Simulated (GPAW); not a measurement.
## TiO2 (P4_2/mnm): how ε∞ follows the gap

The empty bands of TiO2 (P4_2/mnm) are shifted up rigidly by Δ, and ε∞ along x is computed for each shift. x, y and z are the Cartesian axes of the input cell.

Cell: a, b, c = 4.592, 4.592, 2.957 Å (primitive vectors), 6 atoms.

Method: GPAW 26.7.0, PBE, RPA, k-mesh 7×7×11, local fields up to 70 eV, Lorentzian half width 0.12 eV.

Launch of the response step: `OMP_NUM_THREADS=1 python df.py`. The series took 6.6 min in all, its band step included, on 1 thread of Arm Neoverse V2 (shared host).

```
Δ (eV)  ε∞ along x
  0.00       6.495
  0.25       6.238
  0.50           ?
  0.75       5.802
  1.00       5.614
  1.50       5.287
  2.00       5.010
  3.00       4.562
```

With one effective transition at E₀ and fixed dipole strength, ε∞ − 1 = A/(E₀ + Δ), so 1/(ε∞ − 1) is linear in Δ.

Working, on the rows shown:

| x = Δ (eV) | y = 1/(ε∞ − 1) |
| --- | --- |
| 0 | 0.181984 |
| 0.25 | 0.190913 |
| 0.75 | 0.208247 |
| 1 | 0.216732 |
| 1.5 | 0.233263 |
| 2 | 0.249377 |
| 3 | 0.280741 |

Means: x̄ = 1.2143, ȳ = 0.22304. Σ(x − x̄)(y − ȳ) = 0.2157, Σ(x − x̄)² = 6.554. Slope = 0.2157 / 6.554 = 0.03291; intercept = ȳ − slope · x̄ = 0.18307. Turned back into ε∞ along x, the line misses the rows shown by at most 0.033.

Q: Fill in the last column of the withheld row.

A: At x = 0.5 the line gives y = 0.19953, that is 6.012. The run gave 6.009, so the interpolation is off by 0.0029, 0.1 % of the range in the table.

Refitted with all rows, the slope is 0.0329 and the intercept 0.18309. These give E₀ = intercept/slope = 5.6 eV, far above the least direct gap of 1.91 eV: most of the screening comes from transitions well over the edge. Over the first step ε∞ falls by 16 % per eV. The measured fundamental gap is 3.05 eV (arxiv:2112.05953 (2021)), against 1.91 eV for the same gap here, so it asks for Δ = 1.14 eV, where the line gives ε∞ = 5.53. Excitons are left out; PBE gaps are as a rule too small. The values come from a sum over the points of one k-mesh and carry its error, which grows as the direct gap shrinks. This version of GPAW has incomplete matrix elements in the optical limit, which can lower ε − 1 by up to a tenth where first-row anions or d states rule.

[Logs are printed without paths, hosts, clocks, repeated set-up lines and the standing remarks that a program may print on its own settings, such as how far it seeks lower states.]
